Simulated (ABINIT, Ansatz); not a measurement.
# A GW chain in ABINIT: CsPbCl3 (Pm-3m), part 3 of 3

Aim: the G0W0 gap of CsPbCl3 (Pm-3m) on PBEsol, step by step.

ABINIT 10.8.3; PBEsol and many-body steps on it, plane waves. Known limits of the many-body steps: not at the basis limit; no spin-orbit coupling; coarse k mesh.

So far. Step 4 (Empty states on the mesh, 2×2×2 mesh, 122 bands): On this mesh the gap is 1.798 eV. Step 5 (Screening, 2×2×2 mesh, 112 bands, screening to 98 eV): Local fields lower ε∞ by 12 %. On a Γ-centred mesh this coarse the value itself is usually too large, while a short band sum pulls it down.

## (6) Self-energy, 2×2×2 mesh, 112 bands, screening to 98 eV

The self-energy is evaluated for the states that the input lists, and the levels follow from it, in one-shot runs by the linearised quasiparticle equation.

This step: G0W0 on PBEsol, plane waves, norm-conserving pseudopotentials.

File run.abi:

```
acell 3*1.0 Angstrom
rprim 
  5.605000000000 0.000000000000 0.000000000000
  0.000000000000 5.605000000000 0.000000000000
  0.000000000000 0.000000000000 5.605000000000
ntypat 3
znucl 55 82 17
natom 5
typat 1 2 3 3 3
xred 
  0.000000000000 0.000000000000 0.000000000000
  0.500000000000 0.500000000000 0.500000000000
  0.500000000000 0.500000000000 0.000000000000
  0.000000000000 0.500000000000 0.500000000000
  0.500000000000 0.000000000000 0.500000000000
pp_dirpath "pseudos"
pseudos "Cs.upf, Pb.upf, Cl.upf"
ecut 32
ngkpt 2 2 2
nshiftk 1
shiftk 0 0 0
kptopt 1
chksymbreak 0
istwfk *1
occopt 1
irdwfk 1
optdriver 4
nband 112
gwcalctyp 0
ecutsigx 32
symsigma 1
nkptgw 2
kptgw 
  0.5000000000 0.5000000000 0.5000000000
  0.0000000000 0.0000000000 0.0000000000
bdgw 
  23 29
  24 29
ecuteps 3.6
irdscr 1
ppmodel 1
indata_prefix "in"
outdata_prefix "out"
tmpdata_prefix "tmp"
```

On the command line:

```
$ OMP_NUM_THREADS=1 mpirun -n 4 abinit run.abi > log
```

Numbers of over 12 decimals in the logs are rounded to 6 here.

Output:

```text
.Version 10.8.3 of ABINIT. v10.8.2 released Aug 2026.

 Symmetries : space group Pm -3 m (#221); Bravais cP (primitive cubic)
[... echo of the input left out ...]
== DATASET  1 ==================================================================
-   mpi_nproc: 4, omp_nthreads: 1 (-1 if OMP is not activated)

--- !DatasetInfo
iteration_state: {dtset: 1, }
dimensions: {natom: 5, nkpt: 4, mband: 112, nsppol: 1, nspinor: 1, nspden: 1, mpw: 10280, }
cutoff_energies: {ecut:  32.0, pawecutdg:  -1.0, }
electrons: {nelect:   5.20000000E+01, charge:   0.00000000E+00, occopt:   1.00000000E+00, tsmear:   1.00000000E-02, }

 SIGMA: Calculation of the GW corrections

 Based on a program developped by R.W. Godby, V. Olevano, G. Onida, and L. Reining.
 Incorporated in ABINIT by V. Olevano, G.-M. Rignanese, and M. Torrent.
.Using double precision arithmetic ; gwpc =  8

[... cell and pseudopotentials left out ...]
--------------------------------------------------------------------------------

 ==== K-mesh for the wavefunctions ====
 Number of points in the irreducible wedge :     4
[... list of points left out ...]
 Together with 48 symmetry operations and time-reversal symmetry
 yields     8 points in the full Brillouin Zone.

 ==== Q-mesh for screening function ====
 Number of points in the irreducible wedge :     4
[... list of points left out ...]
 Together with 48 symmetry operations and time-reversal symmetry
 yields     8 points in the full Brillouin Zone.

 vcoul_init : cutoff-mode = AUXILIARY_FUNCTION
 q-points for optical limit:   1
     1)      0.000010    0.000020    0.000030
 setmesh: FFT mesh size selected  =    54x   54x   54
          total number of points  =       157464

 Number of electrons calculated from density =   52.0000; Expected =   52.0000
 average of density, n =  0.043760
 r_s =    1.7604
 omega_plasma =   20.1788 [eV]

 === KS Band Gaps ===
  >>>> For spin  1
   Minimum direct gap =   1.7985 [eV], located at k-point      :   0.5000  0.5000  0.5000
   Fundamental gap    =   1.7985 [eV], Top of valence bands at :   0.5000  0.5000  0.5000
                                       Bottom of conduction at :   0.5000  0.5000  0.5000
 SIGMA fundamental parameters:
 PLASMON POLE MODEL  1
 number of plane-waves for SigmaX                10251
 number of plane-waves for SigmaC and W            389
 number of plane-waves for wavefunctions         10251
 number of bands                                   112
 number of independent spin polarizations            1
 number of spinorial components                      1
 number of k-points in IBZ                           4
 number of q-points in IBZ                           4
 number of symmetry operations                      48
 number of k-points in BZ                            8
 number of q-points in BZ                            8
 number of frequencies for dSigma/dE                 9
 frequency step for dSigma/dE [eV]                0.25
 number of omega for Sigma on real axis              0
 max omega for Sigma on real axis  [eV]           0.00
 zcut for avoiding poles [eV]                     0.10

 EPSILON^-1 parameters (SCR file):
 dimension of the eps^-1 matrix on file            389
 dimension of the eps^-1 matrix used               389
 number of plane-waves for wavefunctions         10251
 number of bands                                   112
 number of q-points in IBZ                           4
 number of frequencies                               2
 number of real frequencies                          1
 number of imag frequencies                          1

 matrix elements of self-energy operator (all in [eV])

 Perturbative Calculation

--- !SelfEnergy_ee
iteration_state: {dtset: 1, }
kpoint     : [   0.500,    0.500,    0.500, ]
spin       : 1
KS_gap     :    1.799
QP_gap     :    3.151
Delta_QP_KS:    1.352
data: !SigmaeeData |
     Band     E0 <VxcDFT>   SigX SigC(E0)      Z dSigC/dE  Sig(E)    E-E0       E
       23   0.521 -14.108 -18.446   3.320   0.774  -0.292 -14.896  -0.788  -0.267
       24   0.521 -14.108 -18.446   3.320   0.774  -0.292 -14.896  -0.788  -0.267
       25   0.521 -14.108 -18.446   3.320   0.774  -0.292 -14.896  -0.788  -0.267
       26   2.718 -15.636 -17.928   2.102   0.796  -0.257 -15.787  -0.151   2.567
       27   4.516 -10.567  -6.312  -2.794   0.823  -0.216  -9.366   1.201   5.717
       28   4.516 -10.567  -6.312  -2.794   0.823  -0.216  -9.366   1.201   5.717
       29   4.516 -10.567  -6.312  -2.794   0.823  -0.216  -9.366   1.201   5.717

--- !SelfEnergy_ee
iteration_state: {dtset: 1, }
kpoint     : [   0.000,    0.000,    0.000, ]
spin       : 1
KS_gap     :    5.736
QP_gap     :    7.093
Delta_QP_KS:    1.357
data: !SigmaeeData |
     Band     E0 <VxcDFT>   SigX SigC(E0)      Z dSigC/dE  Sig(E)    E-E0       E
       24   0.191 -13.898 -18.229   3.324   0.773  -0.293 -14.677  -0.779  -0.588
       25   0.191 -13.898 -18.229   3.324   0.773  -0.293 -14.677  -0.779  -0.588
       26   0.191 -13.898 -18.229   3.324   0.773  -0.293 -14.677  -0.779  -0.588
       27   5.927  -6.544  -2.712  -3.146   0.843  -0.186  -5.966   0.578   6.505
       28   6.923  -6.728  -2.854  -3.021   0.843  -0.186  -6.008   0.720   7.643
       29   6.923  -6.728  -2.854  -3.021   0.843  -0.186  -6.008   0.720   7.643

== END DATASET(S) ==============================================================
================================================================================

 -outvars: echo values of variables after computation  --------
           etotal      0.0000000000E+00
            nband         112
             nkpt           4
          spgroup         221
 [... the other variables as echoed above ...]

 Calculation completed.
```

Elapsed: 14 s, on 4 MPI ranks of Arm Neoverse V2, shared host; peak memory 1.2 GiB; 54 s of CPU time.

Numbers from this step:

```yaml
g0w0_gap_on_the_points_computed: 3.150 eV
starting_gap_on_the_mesh: 1.798 eV
k_of_the_valence_top: 0.5, 0.5, 0.5
k_of_the_conduction_bottom: 0.5, 0.5, 0.5
z_at_the_valence_top: 0.796
z_at_the_conduction_bottom: 0.823
least_direct_g0w0_gap_on_the_computed_points: 3.150 eV
```

The gap on the mesh goes from 1.80 eV to 3.15 eV, a correction of +1.35 eV.

Limits: finite bands, cutoff and mesh; no spin-orbit coupling; coarse k mesh. v1 is the top filled band, c1 the lowest empty one. The levels before and after the correction (eV, zero at the valence-band top of each column):

```
           conduction bottom  valence top
Kohn-Sham               1.80         0.00
     G0W0               3.15         0.00
```

```
                         level  energy (eV)
Kohn-Sham  (0.5 0.5 0.5) v4-v2       -2.197
Kohn-Sham     (0.5 0.5 0.5) v1        0.000
Kohn-Sham  (0.5 0.5 0.5) c1-c3        1.798
     G0W0  (0.5 0.5 0.5) v4-v2       -2.834
     G0W0     (0.5 0.5 0.5) v1        0.000
     G0W0  (0.5 0.5 0.5) c1-c3        3.150
```

## (7) Where the time went

Times are wall times on 4 MPI ranks of Arm Neoverse V2, shared host, good to a factor of about two.

```
                          step  time  share  memory (GiB)
                  ground state  51 s   21 %          0.43
bands along the symmetry lines  99 s   41 %          0.57
      empty states on the mesh  49 s   20 %          0.44
                     screening  31 s   13 %           1.4
                   self-energy  14 s    6 %           1.2
```

## (8) What came out

```
PBEsol gap           : 1.80 eV, direct
G0W0 gap on the mesh : 3.15 eV
GW settings          : 2×2×2 mesh, 112 bands, screening to 98 eV, Godby-Needs plasmon pole
known limits         : not at the basis limit; no spin-orbit coupling; coarse k mesh
```

**Reading.** G0W0 moves the gap on the mesh from 1.80 eV to 3.15 eV (+1.35 eV), with Z of 0.80 and 0.82 at the edges. Local fields lower the RPA ε∞ on this mesh from 9.10 to 8.01; a Γ-centred mesh this coarse tends to raise both, most where the direct gap is narrow, while a short band sum lowers them. Only 2 of the mesh's irreducible points were corrected, so a valley elsewhere could overtake. The dearest step here is «bands along the symmetry lines». Bands and cutoff are finite, so the gap is not at the basis limit. The miss can reach some tenths of an eV and take either sign; the mesh is an error of its own. In the G0W0 run levels were corrected at 2 k points alone, so a gap called «on the mesh» is the least over those, and an edge elsewhere would be missed. The 2×2×2 mesh is coarse for this cell, which bears on the long-range parts of exchange and screening. Where an edge is built on 6p states of lead, bismuth or thallium, scalar-relativistic gaps usually stand too wide, by a few tenths to over one eV. This is the ideal cubic cell; many perovskites, halides above all, are cubic only on average, and local tilts or off-centring can widen the gap. The many-body steps are scalar-relativistic: spin-orbit coupling is not in them.

[Paths, hosts, dates, memory and timing lines, banners, echoed tables and standing remarks are left out of the program output.]

[Logs are printed without paths, hosts, clocks, repeated set-up lines and the standing remarks that a program may print on its own settings, such as how far it seeks lower states.]

[Runs of the session that timed out or met a known fault of the program may be left out.]

[Hosts, paths, dates, database ids (printed as entryN), source tags and the programs' standing remarks are cut or masked in the printed files.]

[G0W0 gaps are taken among the corrected bands and points alone; a level outside them can change the order at an edge.]

[Where Ansatz stands beside ABINIT at settings called matched, ABINIT's density can come from a denser mesh and the files from another edition; pairs whose starting gaps differed by over 0.03 eV were left out, so agreement reads better than it is.]
